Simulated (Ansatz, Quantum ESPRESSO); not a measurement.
# Mo2CCl2 MXene, 1 layer: biaxial strain by an ASE script, part 2 of 3

How do the band edges of Mo2CCl2 MXene, 1 layer move against the vacuum when the sheet is stretched?

Quantum ESPRESSO 7.5; plane-wave DFT, PBE, GBRV ultrasoft pseudopotentials; geometry by Ansatz 0.2.0 with PAW datasets.

So far: The starting structure; Geometry from Ansatz.

### 3. The script

Under ESM bc1 levels count from the vacuum, or from the mean of the two vacuum levels where the sheet has a dipole, so band edges at unlike strains can be compared.

Level of this step: plane-wave DFT, PBE, GBRV ultrasoft pseudopotentials (Quantum ESPRESSO 7.5).

The input, run.py:

```python
import json
import numpy as np
from ase import Atoms
from ase.calculators.espresso import Espresso, EspressoProfile

profile = EspressoProfile(command='mpirun -n 2 pw.x -nk 2', pseudo_dir='../pseudo')
pseudopotentials = {'C': 'c_pbe_v1.2.uspp.F.UPF', 'Cl': 'cl_pbe_v1.4.uspp.F.UPF', 'Mo': 'mo_pbe_v1.uspp.F.UPF'}
system = {'ecutwfc': 40, 'ecutrho': 200, 'occupations': 'smearing', 'smearing': 'fd', 'degauss': 0.002}


def calculator(name, kpts, **extra):
    data = dict(control=dict(tprnfor=True, verbosity='high', disk_io='none'),
                system=system | extra,
                electrons=dict(conv_thr=1e-09, mixing_beta=0.4, mixing_mode='plain',
                               electron_maxstep=100))
    return Espresso(profile=profile, directory=name, pseudopotentials=pseudopotentials, kpts=kpts, input_data=data)


def centre(atoms):
    z = atoms.positions[:, 2]
    atoms.positions[:, 2] -= (z.max() + z.min()) / 2  # ESM wants the slab about z = 0
    return atoms

sheet = Atoms(
    ['Cl', 'Mo', 'C', 'Mo', 'Cl'],
    scaled_positions=[
        [0.3333333333, 0.6666666667, 0.3693503413],
        [0.6666666667, 0.3333333333, 0.4550620714],
        [0.0000000000, 0.0000000000, 0.5000000092],
        [0.3333333333, 0.6666666667, 0.5449379485],
        [0.6666666667, 0.3333333333, 0.6306496295]],
    cell=[
        [3.359450135171, 0.000000000000, 0.000000000000],
        [-1.679725067585, 2.909369159805, 0.000000000000],
        [0.000000000000, 0.000000000000, 20.697042076400]],
    pbc=True)

rows = []
for strain in [-0.03, -0.015, 0.0, 0.015, 0.03]:
    atoms = sheet.copy()
    atoms.set_cell(sheet.cell.array * [[1 + strain], [1 + strain], [1]], scale_atoms=True)
    atoms = centre(atoms)
    atoms.calc = calculator(f's{strain:+.3f}', (12, 12, 1), assume_isolated='esm', esm_bc='bc1', nbnd=27)
    energy = atoms.get_potential_energy()
    levels = np.array([atoms.calc.get_eigenvalues(kpt=i) for i in range(len(atoms.calc.get_ibz_k_points()))])
    top, bottom = levels[:, 22].max(), levels[:, 23].min()
    direct = (levels[:, 23] - levels[:, 22]).min()
    rows.append([strain, energy, top, bottom, direct])
    print(f'strain {strain:+.3f}: E = {energy:.5f} eV, valence top {top:.3f}, conduction bottom {bottom:.3f}, '
          f'gap {bottom - top:.3f}, least direct gap {direct:.3f} eV')

x, energy, top, bottom, direct = np.array(rows).T
area = np.linalg.norm(np.cross(*sheet.cell[:2]))
stiffness = np.polyfit(x, energy, 2)[0] / area * 16.0218  # C11 + C12, heights clamped
print(f'valence and conduction edges move by {np.polyfit(x, top, 1)[0]:.2f} and {np.polyfit(x, bottom, 1)[0]:.2f} eV per unit biaxial strain')
print(f'C11 + C12 with clamped heights: {stiffness:.1f} N/m')
json.dump(dict(rows=rows, stiffness=stiffness), open('result.json', 'w'))
```

Command:

```sh
$ OMP_NUM_THREADS=1 python run.py
```

Output:

```text
strain -0.030: E = -4855.77662 eV, valence top -4.266, conduction bottom -4.313, gap -0.048, least direct gap 0.323 eV
strain -0.015: E = -4855.91978 eV, valence top -4.389, conduction bottom -4.338, gap 0.050, least direct gap 0.302 eV
strain +0.000: E = -4855.96502 eV, valence top -4.529, conduction bottom -4.396, gap 0.132, least direct gap 0.284 eV
strain +0.015: E = -4855.92045 eV, valence top -4.582, conduction bottom -4.467, gap 0.114, least direct gap 0.268 eV
strain +0.030: E = -4855.79412 eV, valence top -4.628, conduction bottom -4.547, gap 0.081, least direct gap 0.253 eV
valence and conduction edges move by -6.11 and -3.97 eV per unit biaxial strain
C11 + C12 with clamped heights: 327.2 N/m
```

Elapsed: 8.2 min, on 2 MPI ranks of Arm Neoverse V2, shared host; peak memory 0.47 GiB.

The input that ASE wrote for the first run, and its log:

```
&CONTROL
   verbosity        = 'high'
   tprnfor          = .true.
   disk_io          = 'none'
   pseudo_dir       = '../pseudo'
/
&SYSTEM
   nbnd             = 27
   ecutwfc          = 40
   ecutrho          = 200
   occupations      = 'smearing'
   degauss          = 0.002
   smearing         = 'fd'
   assume_isolated  = 'esm'
   esm_bc           = 'bc1'
   ntyp             = 3
   nat              = 5
   ibrav            = 0
/
&ELECTRONS
   electron_maxstep = 100
   conv_thr         = 1e-09
   mixing_mode      = 'plain'
   mixing_beta      = 0.4
/
&IONS
/
&CELL
/
&FCP
/
&RISM
/
ATOMIC_SPECIES
Cl 35.45 cl_pbe_v1.4.uspp.F.UPF
Mo 95.95 mo_pbe_v1.uspp.F.UPF
C 12.011 c_pbe_v1.2.uspp.F.UPF

K_POINTS automatic
12 12 1  0 0 0

CELL_PARAMETERS angstrom
3.25866663111587 0.00000000000000 0.00000000000000
-1.62933331555745 2.82208808501085 0.00000000000000
0.00000000000000 0.00000000000000 20.69704207640000

ATOMIC_POSITIONS angstrom
Cl -0.0000000002 1.8813920568 -2.7040611812  
Mo 1.6293333157 0.9406960282 -0.9300818969  
C 0.0000000000 0.0000000000 0.0000004926  
Mo -0.0000000002 1.8813920568 0.9300829131  
Cl 1.6293333157 0.9406960282 2.7040611812
```

```text
Program PWSCF v.7.5 starts
[citation notice left out]

     Parallel version (MPI & OpenMP), running on       2 processor cores
     Number of MPI processes:                 2
     Threads/MPI process:                     1

     MPI processes distributed on     1 nodes
[... 1 line left out ...]

Warning: card &CELL ignored
Warning: card &FCP ignored
Warning: card &RISM ignored

     Current dimensions of program PWSCF are:
     Max number of different atomic species (ntypx) = 10
     Max number of k-points (npk) =  40000
     Max angular momentum in pseudopotentials (lmaxx) =  4
     Message from routine setup:
     using ibrav=0 with symmetry is DISCOURAGED, use correct ibrav instead

     K-points division:     npool     =       2
     Subspace diagonalization in iterative solution of the eigenvalue problem:
     a serial algorithm will be used

     G-vector sticks info
     --------------------
     sticks:   dense  smooth     PW     G-vecs:    dense   smooth      PW
     Sum         517     421    121                61281    44065    7383

     Using Slab Decomposition

     bravais-lattice index     =            0
     lattice parameter (alat)  =       6.1580  a.u.
     unit-cell volume          =    1284.4446 (a.u.)^3
     number of atoms/cell      =            5
     number of atomic types    =            3
     number of electrons       =        46.00
     number of Kohn-Sham states=           27
     kinetic-energy cutoff     =      40.0000  Ry
     charge density cutoff     =     200.0000  Ry
     scf convergence threshold =      1.0E-09
     mixing beta               =       0.4000
     number of iterations used =            8  plain     mixing
     Exchange-correlation= SLA  PW   PBE  PBE
                           (   1   4   3   4   0   0   0)

     Effective Screening Medium Method
     =================================
     Boundary Conditions: Vacuum-Slab-Vacuum
     total charge in unit cell        =   0.0000
     grid points for fit at edges     =        4

[... 10 lines left out ...]
     PseudoPot. # 1 for Cl read from file:
     ../pseudo/cl_pbe_v1.4.uspp.F.UPF
     Pseudo is Ultrasoft + core correction, Zval =  7.0
     Generated by new atomic code, or converted to UPF format
     Using radial grid of  909 points,  6 beta functions with:
                l(1) =   0
                l(2) =   0
                l(3) =   1
                l(4) =   1
                l(5) =   2
                l(6) =   2
     Q(r) pseudized with  8 coefficients,  rinner =    1.300   1.300   1.300
                                                       1.300   1.300

     PseudoPot. # 2 for Mo read from file:
     ../pseudo/mo_pbe_v1.uspp.F.UPF
     Pseudo is Ultrasoft + core correction, Zval = 14.0
     Generated by new atomic code, or converted to UPF format
     Using radial grid of  889 points,  6 beta functions with:
                l(1) =   0
[... 828 lines left out ...]
     estimated scf accuracy    <       0.00000002 Ry

     iteration # 46     ecut=    40.00 Ry     beta= 0.40
[... 1 line left out ...]

---- Real-time Memory Report at c_bands before calling an iterative solver
           219 MiB given to the printing process from OS
           108 MiB allocation reported by mallinfo(arena+hblkhd)
[... 1 line left out ...]
------------------
[... 1 line left out ...]

     negative rho (up, down):  3.226E-02 0.000E+00

[... 1 line left out ...]

     End of self-consistent calculation

          k = 0.0000 0.0000 0.0000 (  5515 PWs)   bands (ev):

   -66.3310 -66.0785 -40.8545 -40.3653 -40.3653 -40.0722 -40.0722 -39.9890
   -21.9493 -21.8425 -16.9711 -12.3998 -11.1857 -11.1857  -9.9804  -9.0489
    -8.2274  -8.2274  -7.4876  -7.4876  -7.4075  -7.4075  -4.5738  -3.8316
    -3.8316  -3.1550  -3.1508

     occupation numbers
     1.0000   1.0000   1.0000   1.0000   1.0000   1.0000   1.0000   1.0000
     1.0000   1.0000   1.0000   1.0000   1.0000   1.0000   1.0000   1.0000
     1.0000   1.0000   1.0000   1.0000   1.0000   1.0000   0.9999   0.0000
     0.0000   0.0000   0.0000

[... 180 lines left out ...]

     the Fermi energy is    -4.3207 ev

!    total energy              =    -356.89303034 Ry
     estimated scf accuracy    <          6.5E-10 Ry
     smearing contrib. (-TS)   =      -0.00069033 Ry
     internal energy E=F+TS    =    -356.89234002 Ry

     The total energy is F=E-TS. E is the sum of the following terms:
     one-electron contribution =    2966.63890237 Ry
     hartree contribution      =   -1491.50986243 Ry
     xc contribution           =     -61.52215887 Ry
     ewald contribution        =   -1770.49922109 Ry

     convergence has been achieved in  46 iterations

     negative rho (up, down):  3.226E-02 0.000E+00

     Forces acting on atoms (cartesian axes, Ry/au):

     atom    1 type  1   force =     0.00000000   -0.00000000   -0.01544984
     atom    2 type  2   force =     0.00000000    0.00000000   -0.02537163
     atom    3 type  3   force =     0.00000000    0.00000000    0.00000000
     atom    4 type  2   force =     0.00000000   -0.00000000    0.02537163
     atom    5 type  1   force =    -0.00000000    0.00000000    0.01544984
     The non-local contrib.  to forces
     atom    1 type  1   force =     0.00000000    0.00000000    0.24222632
     atom    2 type  2   force =     0.00000000   -0.00000000    0.11017877
     atom    3 type  3   force =     0.00000000    0.00000000    0.00000000
     atom    4 type  2   force =     0.00000000   -0.00000000   -0.11017877
     atom    5 type  1   force =    -0.00000000   -0.00000000   -0.24222632
     The ionic contribution  to forces
     atom    1 type  1   force =     0.00000000   -0.00000000 -102.48292051
     atom    2 type  2   force =    -0.00000000    0.00000000  -89.33882981
     atom    3 type  3   force =    -0.00000000   -0.00000000   -0.00000015
     atom    4 type  2   force =     0.00000000   -0.00000000   89.33883414
     atom    5 type  1   force =    -0.00000000    0.00000000  102.48291632
     The local contribution  to forces
     atom    1 type  1   force =     0.00000000   -0.00000000  102.23050667
     atom    2 type  2   force =    -0.00000002    0.00000002   89.21675862
     atom    3 type  3   force =    -0.00000000    0.00000000   -0.00004035
     atom    4 type  2   force =     0.00000003   -0.00000002  -89.21712922
     atom    5 type  1   force =    -0.00000000    0.00000000 -102.23058085
     The core correction contribution to
```

This step gave:

| Property | Result |
| --- | --- |
| biaxial stiffness | 327.2 N/m |

Band edge from the vacuum level against biaxial strain:

```tsv
biaxial strain (%)	valence top (eV)	conduction bottom (eV)
-3.00	-4.27	-4.31
-1.50	-4.39	-4.34
0.00	-4.53	-4.40
1.50	-4.58	-4.47
3.00	-4.63	-4.55
```

Gap against biaxial strain:

```tsv
biaxial strain (%)	on the mesh (eV)	least direct (eV)
-3.00	-0.0478	0.323
-1.50	0.0505	0.302
0.00	0.132	0.284
1.50	0.114	0.268
3.00	0.0808	0.253
```

Energy over the lowest against biaxial strain:

```tsv
biaxial strain (%)	energy over the lowest (meV)
-3.00	188
-1.50	45.2
0.00	0
1.50	44.6
3.00	171
```

### 4. The script: vdW-DF-cx, GBRV ultrasoft

Level of this step: plane-wave DFT, vdW-DF-cx, GBRV ultrasoft pseudopotentials made under PBE (Quantum ESPRESSO 7.5). input_dft overrides the functional of the files.

run.py is the input of step 3 with these lines changed:

```diff
@@ -7,3 +7,3 @@
 pseudopotentials = {'C': 'c_pbe_v1.2.uspp.F.UPF', 'Cl': 'cl_pbe_v1.4.uspp.F.UPF', 'Mo': 'mo_pbe_v1.uspp.F.UPF'}
-system = {'ecutwfc': 40, 'ecutrho': 200, 'occupations': 'smearing', 'smearing': 'fd', 'degauss': 0.002}
+system = {'ecutwfc': 40, 'ecutrho': 200, 'input_dft': 'vdw-df-cx', 'occupations': 'smearing', 'smearing': 'fd', 'degauss': 0.002}
```

Command:

```sh
$ OMP_NUM_THREADS=1 python run.py
```

Output:

```text
strain -0.030: E = -4854.49346 eV, valence top -4.378, conduction bottom -4.420, gap -0.041, least direct gap 0.328 eV
strain -0.015: E = -4854.57690 eV, valence top -4.497, conduction bottom -4.440, gap 0.057, least direct gap 0.307 eV
strain +0.000: E = -4854.56340 eV, valence top -4.634, conduction bottom -4.495, gap 0.139, least direct gap 0.290 eV
strain +0.015: E = -4854.46164 eV, valence top -4.687, conduction bottom -4.563, gap 0.124, least direct gap 0.274 eV
strain +0.030: E = -4854.27881 eV, valence top -4.730, conduction bottom -4.640, gap 0.090, least direct gap 0.259 eV
valence and conduction edges move by -5.96 and -3.76 eV per unit biaxial strain
C11 + C12 with clamped heights: 323.1 N/m
```

The job ended after 11 min (2 MPI ranks; peak memory 0.51 GiB).

Numbers from this step:

- biaxial stiffness: 323.1 N/m

Table of band edge from the vacuum level by biaxial strain:

```tsv
biaxial strain (%)	valence top (eV)	conduction bottom (eV)
-3.00	-4.38	-4.42
-1.50	-4.50	-4.44
0.00	-4.63	-4.50
1.50	-4.69	-4.56
3.00	-4.73	-4.64
```

The gap by biaxial strain:

```tsv
biaxial strain (%)	on the mesh (eV)	least direct (eV)
-3.00	-0.0414	0.328
-1.50	0.0568	0.307
0.00	0.139	0.289
1.50	0.124	0.274
3.00	0.0901	0.259
```

Table of energy over the lowest by biaxial strain:

```tsv
biaxial strain (%)	energy over the lowest (meV)
-3.00	83.4
-1.50	0
0.00	13.5
1.50	115
3.00	298
```

(Part 2 of 3 ends here.)

[Logs are printed without paths, hosts, clocks, repeated set-up lines and the standing remarks that a program may print on its own settings, such as how far it seeks lower states.]

[Hosts, paths, dates, database ids (printed as entryN), source tags and the programs' standing remarks are cut or masked in the printed files.]

[Maps of the electrostatic potential energy from Ansatz leave out the sawtooth potential of an applied field or a dipole correction, so their vacuum need not be flat; planar profiles and work functions include it.]
